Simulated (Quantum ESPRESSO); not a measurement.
# KCaCl3 (Pm-3m): modes at Γ and the response to a field, part 2 of 3

Which modes does KCaCl3 (Pm-3m) have at the zone centre?

Quantum ESPRESSO 7.5; DFT LDA, scalar-relativistic, plane waves, PseudoDojo norm-conserving pseudopotentials.

So far. Step 2 (A probe with smearing): A gap of 4.4 eV opens on this mesh, so the crystal is taken as an insulator; the start stands at -2.7 GPa. Step 4 (Ground state): The cell stands at -0.001 GPa, close enough for phonons. The relaxed cell has a = 5.202 Å (conventional setting).

## Step 5: Linear response at Γ

At q = 0 one unit cell holds all displacements; symmetry groups them into irreducible representations that are solved one by one. The response to a field gives ε∞ and the Born charges, which polar modes need.

ph.in

```
phonons
&inputph
   prefix = 'x'
   outdir = './tmp'
   fildyn = 'g.dyn'
   tr2_ph = 1.0d-18
   epsil = .true.
/
0.000000000000 0.000000000000 0.000000000000
```

Started as:

```console
OMP_NUM_THREADS=1 mpirun -n 4 ph.x -nk 4 -in ph.in > ph.out
```

The log of the run:

```text
[banners, grids, parts of the stress and lines that vanish by symmetry left out]
[banner, memory and clock lines left out]
Program PHONON v.7.5

     ./tmp/x.save/

     IMPORTANT: XC functional enforced from input :
     Exchange-correlation= PW
                           (   1   4   0   0   0   0   0)
     Any further DFT definition will be discarded
     Please, verify this is what you really want

     G-vector sticks info

     Reading collected, re-writing distributed wavefunctions in ./tmp/

     Number and degeneracy of irreps per q-point
       N         xq(1)         xq(2)         xq(3)   N irreps
       1   0.000000000   0.000000000   0.000000000       5
        3   3   3   3   3

     Calculation of q =    0.0000000   0.0000000   0.0000000

     phonons

     bravais-lattice index     =            1
     lattice parameter (alat)  =       9.8304  a.u.
     unit-cell volume          =     949.9851 (a.u.)^3
     number of atoms/cell      =            5
     number of atomic types    =            3
     kinetic-energy cut-off    =      79.0000  Ry
     charge density cut-off    =     316.0000  Ry
     convergence threshold     =      1.0E-18
     beta                      =       0.7000
     number of iterations used =            4
     Exchange-correlation= PW
                           (   1   4   0   0   0   0   0)

     celldm(1)=    9.83042  celldm(2)=    0.00000  celldm(3)=    0.00000
     celldm(4)=    0.00000  celldm(5)=    0.00000  celldm(6)=    0.00000

     crystal axes: (cart. coord. in units of alat)
               a(1) = (  1.0000  0.0000  0.0000 )
               a(2) = (  0.0000  1.0000  0.0000 )
               a(3) = (  0.0000  0.0000  1.0000 )

     reciprocal axes: (cart. coord. in units 2 pi/alat)
               b(1) = (  1.0000  0.0000  0.0000 )
               b(2) = (  0.0000  1.0000  0.0000 )
               b(3) = (  0.0000  0.0000  1.0000 )

     Atoms inside the unit cell:

     Cartesian axes

     site n.  atom      mass           positions (alat units)
        1  K      39.0983   tau(    1) = (    0.00000    0.00000    0.00000  )
        2  Ca     40.0780   tau(    2) = (    0.50000    0.50000    0.50000  )
        3  Cl     35.4500   tau(    3) = (    0.00000    0.50000    0.50000  )
        4  Cl     35.4500   tau(    4) = (    0.50000    0.00000    0.50000  )
        5  Cl     35.4500   tau(    5) = (    0.50000    0.50000    0.00000  )

     Computing dynamical matrix for
                    q = (   0.0000000   0.0000000   0.0000000 )

     49 Sym.Ops. (with q -> -q+G )

     G cutoff =  773.5206  (  90087 G-vectors)     FFT grid: ( 60, 60, 60)
     number of k points=    10
                       cart. coord. in units 2pi/alat
        k(    1) = (   0.0000000   0.0000000   0.0000000), wk =   0.0312500
        k(    2) = (   0.0000000   0.0000000   0.2500000), wk =   0.1875000
        k(    3) = (   0.0000000   0.0000000  -0.5000000), wk =   0.0937500
        [... further k-points left out ...]

     PseudoPot. # 1 for K  read from file:
     ./pseudo/K.upf
     Pseudo is Norm-conserving + core correction, Zval =  9.0

     PseudoPot. # 2 for Ca read from file:
     ./pseudo/Ca.upf
     Pseudo is Norm-conserving + core correction, Zval = 10.0

     PseudoPot. # 3 for Cl read from file:
     ./pseudo/Cl.upf
     Pseudo is Norm-conserving + core correction, Zval =  7.0

     Mode symmetry, O_h (m-3m)  point group:

     Electric field:
     Dielectric constant
     Born effective charges as d Force / d E

     Atomic displacements:
     There are    5 irreducible representations

     Representation     1      3 modes -  To be done

     Representation     2      3 modes -  To be done

     Representation     3      3 modes -  To be done

     Representation     4      3 modes -  To be done

     Representation     5      3 modes -  To be done

     Alpha used in Ewald sum =   2.8000

     Electric Fields Calculation

      iter #   1   av.it.:   7.6
      thresh= 1.000E-02 alpha_mix =  0.700 |ddv_scf|^2 =  5.110E-08

      [... iterations left out ...]
      iter #  10   av.it.:  14.2
      thresh= 2.427E-10 alpha_mix =  0.700 |ddv_scf|^2 =  1.431E-19

     End of electric fields calculation

          Dielectric constant in cartesian axis

          (       2.772219138       0.000000000       0.000000000 )
          (       0.000000000       2.772219138       0.000000000 )
          (       0.000000000       0.000000000       2.772219138 )

          Effective charges (d Force / dE) in cartesian axis without acoustic sum rule applied (asr)

           atom    1  K     Mean Z*:        1.28040
      Ex  (        1.28040        0.00000        0.00000 )
      Ey  (        0.00000        1.28040        0.00000 )
      Ez  (        0.00000        0.00000        1.28040 )
           atom    2  Ca    Mean Z*:        2.40262
      Ex  (        2.40262        0.00000        0.00000 )
      Ey  (        0.00000        2.40262        0.00000 )
      Ez  (        0.00000        0.00000        2.40262 )
           atom    3  Cl    Mean Z*:       -1.23249
      Ex  (       -1.96386        0.00000        0.00000 )
      Ey  (        0.00000       -0.86681        0.00000 )
      Ez  (        0.00000        0.00000       -0.86681 )
           atom    4  Cl    Mean Z*:       -1.23249
      Ex  (       -0.86681        0.00000        0.00000 )
      Ey  (        0.00000       -1.96386        0.00000 )
      Ez  (        0.00000        0.00000       -0.86681 )
           atom    5  Cl    Mean Z*:       -1.23249
      Ex  (       -0.86681        0.00000        0.00000 )
      Ey  (        0.00000       -0.86681        0.00000 )
      Ez  (        0.00000        0.00000       -1.96386 )

          Effective charges Sum: Mean:       -0.01446
             -0.01446        0.00000        0.00000
              0.00000       -0.01446        0.00000
              0.00000        0.00000       -0.01446

          Effective charges (d Force / dE) in cartesian axis with asr applied:
           atom    1  K     Mean Z*:        1.28330
      E*x (        1.28330        0.00000        0.00000 )
      E*y (        0.00000        1.28330        0.00000 )
      E*z (        0.00000        0.00000        1.28330 )
           atom    2  Ca    Mean Z*:        2.40551
      E*x (        2.40551        0.00000        0.00000 )
      E*y (        0.00000        2.40551        0.00000 )
      E*z (        0.00000        0.00000        2.40551 )
           atom    3  Cl    Mean Z*:       -1.22960
      E*x (       -1.96097        0.00000        0.00000 )
      E*y (        0.00000       -0.86392        0.00000 )
      E*z (        0.00000        0.00000       -0.86392 )
           atom    4  Cl    Mean Z*:       -1.22960
      E*x (       -0.86392        0.00000        0.00000 )
      E*y (        0.00000       -1.96097        0.00000 )
      E*z (        0.00000        0.00000       -0.86392 )
           atom    5  Cl    Mean Z*:       -1.22960
      E*x (       -0.86392        0.00000        0.00000 )
      E*y (        0.00000       -0.86392        0.00000 )
      E*z (        0.00000        0.00000       -1.96097 )

     Representation #   1 modes #   1   2   3

     Self-consistent Calculation

      iter #   1   av.it.:   6.4
      thresh= 1.000E-02 alpha_mix =  0.700 |ddv_scf|^2 =  1.250E-07

      [... iterations left out ...]
      iter #   9   av.it.:  15.0
      thresh= 4.326E-10 alpha_mix =  0.700 |ddv_scf|^2 =  6.810E-19

     End of self-consistent calculation

     Convergence has been achieved

     Representation #   2 modes #   4   5   6

     Self-consistent Calculation

      iter #   1   av.it.:   7.0
      thresh= 1.000E-02 alpha_mix =  0.700 |ddv_scf|^2 =  3.218E-07

      [... iterations left out ...]
      iter #  10   av.it.:  14.5
      thresh= 2.201E-10 alpha_mix =  0.700 |ddv_scf|^2 =  9.955E-20

     End of self-consistent calculation

     Convergence has been achieved

     Representation #   3 modes #   7   8   9

     Self-consistent Calculation

      iter #   1   av.it.:   5.6
      thresh= 1.000E-02 alpha_mix =  0.700 |ddv_scf|^2 =  1.594E-07

      [... iterations left out ...]
      iter #   9   av.it.:  14.1
      thresh= 4.772E-10 alpha_mix =  0.700 |ddv_scf|^2 =  1.260E-19

     End of self-consistent calculation

     Convergence has been achieved

     Representation #   4 modes #  10  11  12

     Self-consistent Calculation

      iter #   1   av.it.:   6.5
      thresh= 1.000E-02 alpha_mix =  0.700 |ddv_scf|^2 =  1.481E-07

      [... iterations left out ...]
      iter #   9   av.it.:  14.7
      thresh= 4.128E-10 alpha_mix =  0.700 |ddv_scf|^2 =  8.534E-19

     End of self-consistent calculation

     Convergence has been achieved

     Representation #   5 modes #  13  14  15

     Self-consistent Calculation

      iter #   1   av.it.:   5.9
      thresh= 1.000E-02 alpha_mix =  0.700 |ddv_scf|^2 =  4.402E-08

      [... iterations left out ...]
      iter #   7   av.it.:  15.0
      thresh= 2.589E-10 alpha_mix =  0.700 |ddv_scf|^2 =  1.506E-20

     End of self-consistent calculation

     Convergence has been achieved

     Number of q in the star =    1
     List of q in the star:
          1   0.000000000   0.000000000   0.000000000

          Dielectric constant in cartesian axis

          (       2.772219138       0.000000000       0.000000000 )
          (       0.000000000       2.772219138       0.000000000 )
          (       0.000000000       0.000000000       2.772219138 )

          Effective charges (d Force / dE) in cartesian axis without acoustic sum rule applied (asr)

           atom    1  K     Mean Z*:        1.28040
      Ex  (        1.28040        0.00000        0.00000 )
      Ey  (        0.00000        1.28040        0.00000 )
      Ez  (        0.00000        0.00000        1.28040 )
           atom    2  Ca    Mean Z*:        2.40262
      Ex  (        2.40262        0.00000        0.00000 )
      Ey  (        0.00000        2.40262        0.00000 )
      Ez  (        0.00000        0.00000        2.40262 )
           atom    3  Cl    Mean Z*:       -1.23249
      Ex  (       -1.96386        0.00000        0.00000 )
      Ey  (        0.00000       -0.86681        0.00000 )
      Ez  (        0.00000        0.00000       -0.86681 )
           atom    4  Cl    Mean Z*:       -1.23249
      Ex  (       -0.86681        0.00000        0.00000 )
      Ey  (        0.00000       -1.96386        0.00000 )
      Ez  (        0.00000        0.00000       -0.86681 )
           atom    5  Cl    Mean Z*:       -1.23249
      Ex  (       -0.86681        0.00000        0.00000 )
      Ey  (        0.00000       -0.86681        0.00000 )
      Ez  (        0.00000        0.00000       -1.96386 )

          Effective charges Sum: Mean:       -0.01446
             -0.01446        0.00000        0.00000
              0.00000       -0.01446        0.00000
              0.00000        0.00000       -0.01446

          Effective charges (d Force / dE) in cartesian axis with asr applied:
           atom    1  K     Mean Z*:        1.28330
      E*x (        1.28330        0.00000        0.00000 )
      E*y (        0.00000        1.28330        0.00000 )
      E*z (        0.00000        0.00000        1.28330 )
           atom    2  Ca    Mean Z*:        2.40551
      E*x (        2.40551        0.00000        0.00000 )
      E*y (        0.00000        2.40551        0.00000 )
      E*z (        0.00000        0.00000        2.40551 )
           atom    3  Cl    Mean Z*:       -1.22960
      E*x (       -1.96097        0.00000        0.00000 )
      E*y (        0.00000       -0.86392        0.00000 )
      E*z (        0.00000        0.00000       -0.86392 )
           atom    4  Cl    Mean Z*:       -1.22960
      E*x (       -0.86392        0.00000        0.00000 )
      E*y (        0.00000       -1.96097        0.00000 )
      E*z (        0.00000        0.00000       -0.86392 )
           atom    5  Cl    Mean Z*:       -1.22960
      E*x (       -0.86392        0.00000        0.00000 )
      E*y (        0.00000       -0.86392        0.00000 )
      E*z (        0.00000        0.00000       -1.96097 )

     Diagonalizing the dynamical matrix

     q = (    0.000000000   0.000000000   0.000000000 )

 **************************************************************************
     freq (    1) =      -1.697105 [THz] =     -56.609313 [cm-1]
     freq (    2) =      -1.697105 [THz] =     -56.609313 [cm-1]
     freq (    3) =      -1.697105 [THz] =     -56.609313 [cm-1]
     freq (    4) =       0.009681 [THz] =       0.322939 [cm-1]
     freq (    5) =       0.009681 [THz] =       0.322939 [cm-1]
     freq (    6) =       0.009681 [THz] =       0.322939 [cm-1]
     freq (    7) =       0.312825 [THz] =      10.434727 [cm-1]
     freq (    8) =       0.312825 [THz] =      10.434727 [cm-1]
     freq (    9) =       0.312825 [THz] =      10.434727 [cm-1]
     freq (   10) =       2.955033 [THz] =      98.569302 [cm-1]
     freq (   11) =       2.955033 [THz] =      98.569302 [cm-1]
     freq (   12) =       2.955033 [THz] =      98.569302 [cm-1]
     freq (   13) =       9.542618 [THz] =     318.307468 [cm-1]
     freq (   14) =       9.542618 [THz] =     318.307468 [cm-1]
     freq (   15) =       9.542618 [THz] =     318.307468 [cm-1]
 **************************************************************************

     Mode symmetry, O_h (m-3m)  point group:

     freq (   1-   3) =        -56.6  [cm-1]   --> T_1u G_15  G_4- I
     freq (   4-   6) =          0.3  [cm-1]   --> T_1u G_15  G_4- I
     freq (   7-   9) =         10.4  [cm-1]   --> T_2u G_25  G_5-
     freq (  10-  12) =         98.6  [cm-1]   --> T_1u G_15  G_4- I
     freq (  13-  15) =        318.3  [cm-1]   --> T_1u G_15  G_4- I
```

Elapsed: 15 min, on 4 MPI ranks of Intel Xeon at 2.70GHz, shared host; 61 min of CPU time.

This step gave:

* miss of the charge sum rule: 0.01446 e
* largest acoustic frequency at the zone centre before the sum rule: 0.32 cm⁻¹
* highest optical zone-centre mode (no LO-TO term): 318.3 cm⁻¹
* lowest optical zone-centre mode: -56.61 cm⁻¹
* mean high-frequency dielectric constant: 2.772
* largest Born charge in size (third of the trace): 2.403 e

Born charge (rows field, columns displacement), before the sum rule (e), principal values of the symmetric part by kind of site:

| atom | atoms with these values | low | middle | high | mean |
| --- | --- | --- | --- | --- | --- |
| K1 | 1 | 1.28 | 1.28 | 1.28 | 1.28 |
| Ca2 | 1 | 2.40 | 2.40 | 2.40 | 2.40 |
| Cl3 | 3 | -1.96 | -0.87 | -0.87 | -1.23 |

In full for Ca2:

```
2.40 0.00 0.00
0.00 2.40 0.00
0.00 0.00 2.40
```

High-frequency dielectric tensor:

```
2.77 0.00 0.00
0.00 2.77 0.00
0.00 0.00 2.77
```

The acoustic modes at Γ come out as far as 0.3 cm⁻¹ from zero, where they should vanish, a small numerical error; the Born charges miss their sum rule by 0.014 e, which is good. The lowest optical mode is imaginary, 57i cm⁻¹, an instability at this level and on this k mesh.

## Step 6: Zone-centre analysis

A rigid shift of the crystal must cost nothing, but grids and finite bases break this; the acoustic sum rule is imposed before the matrix is diagonalised again. With Born charges the intensities follow; a static dielectric tensor has no meaning with imaginary modes.

dynmat.in

```
&input
   fildyn = 'g.dyn'
   asr = 'simple'
   fileig = 'dynmat.eig'
   lperm = .true.
/
```

Started as:

```console
dynmat.x -in dynmat.in > dynmat.out
```

The log of the run:

```text
[banner, memory and clock lines left out]
Program DYNMAT v.7.5

     Reading Dynamical Matrix from file g.dyn
     ...Force constants read
     ...epsilon and Z* read
     A direction for q was not specified:TO-LO splitting will be absent

     Polarizability (A^3 units)
     multiply by 0.628638 for Clausius-Mossotti correction
        19.853073    0.000000    0.000000
         0.000000   19.853073    0.000000
         0.000000    0.000000   19.853073

     IR activities are in (D/A)^2/amu units

# mode   [cm-1]    [THz]      IR
    1    -56.51   -1.6941    1.9919
    2    -56.51   -1.6941    1.9919
    3    -56.51   -1.6941    1.9919
    4     -0.00   -0.0000    0.0000
    5      0.00    0.0000    0.0000
    6      0.00    0.0000    0.0000
    7     10.35    0.3103    0.0000
    8     10.35    0.3103    0.0000
    9     10.35    0.3103    0.0000
   10     98.54    2.9541    0.5005
   11     98.54    2.9541    0.5005
   12     98.54    2.9541    0.5005
   13    318.30    9.5425    5.2846
   14    318.30    9.5425    5.2846
   15    318.30    9.5425    5.2846

Electronic dielectric permittivity tensor (relative, adimensional)
         2.772219    0.000000    0.000000
         0.000000    2.772219    0.000000
         0.000000    0.000000    2.772219

 ... with zone-center polar mode contributions
         4.343351    0.000000   -0.000000
         0.000000    4.343351    0.000000
        -0.000000    0.000000    4.343351

[end of the log left out, with the tail of the file of modes that dynmat.x writes under the same name]
```

Elapsed: 0.71 s, on 1 thread.

This step gave:

```yaml
lowest_optical_zone_centre_mode: -56.51 cm⁻¹
```

Unit eigenvectors of the mass-weighted matrix after the sum rule; no LO-TO term. Modes at Γ, with each element's share of the kinetic energy (negative means imaginary):

| mode | frequency (cm⁻¹) | K % | Ca % | Cl % |
| --- | --- | --- | --- | --- |
| 1 | -56.5 | 71 | 0 | 29 |
| 2 | -56.5 | 71 | 0 | 29 |
| 3 | -56.5 | 71 | 0 | 29 |
| 4 | 0.0 | 21 | 22 | 57 |
| 5 | 0.0 | 21 | 22 | 57 |
| 6 | 0.0 | 21 | 22 | 57 |
| 7 | 10.4 | 0 | 0 | 100 |
| 8 | 10.4 | 0 | 0 | 100 |
| 9 | 10.4 | 0 | 0 | 100 |
| 10 | 98.5 | 8 | 39 | 53 |
| 11 | 98.5 | 8 | 39 | 53 |
| 12 | 98.5 | 8 | 39 | 53 |
| 13 | 318.3 | 0 | 39 | 61 |
| 14 | 318.3 | 0 | 39 | 61 |
| 15 | 318.3 | 0 | 39 | 61 |

Displacements in mode 2 (-56.5 cm⁻¹), the largest set to 1:
```
K1   0.02  0.39  1.00
Ca2  0.00 -0.02 -0.05
Cl3  0.00 -0.19 -0.47
Cl4 -0.01 -0.04 -0.47
Cl5 -0.01 -0.19 -0.10
```

Displacements in mode 14 (318.3 cm⁻¹), the largest set to 1:
```
K1   0.00  0.00  0.00
Ca2  0.00  0.00 -0.76
Cl3  0.00  0.00 -0.07
Cl4  0.00  0.00 -0.07
Cl5  0.00  0.00  1.00
```

Degenerate modes summed, no LO-TO term; imaginary modes left out. Infrared lines, with heights relative to the strongest:

| position (cm⁻¹) | lines merged | IR intensity, relative |
| --- | --- | --- |
| 10 | 3 | 0.0 |
| 99 | 3 | 9.5 |
| 318 | 3 | 100 |

The rule moves no optical mode by more than 0.2 cm⁻¹.

(Part 2 of 3 ends here.)

[Host names and launcher messages were left out of these logs when they were recorded.]

[Logs are printed without paths, hosts, clocks, repeated set-up lines and the standing remarks that a program may print on its own settings, such as how far it seeks lower states.]

[Hosts, paths, dates, database ids (printed as entryN), source tags and the programs' standing remarks are cut or masked in the printed files.]
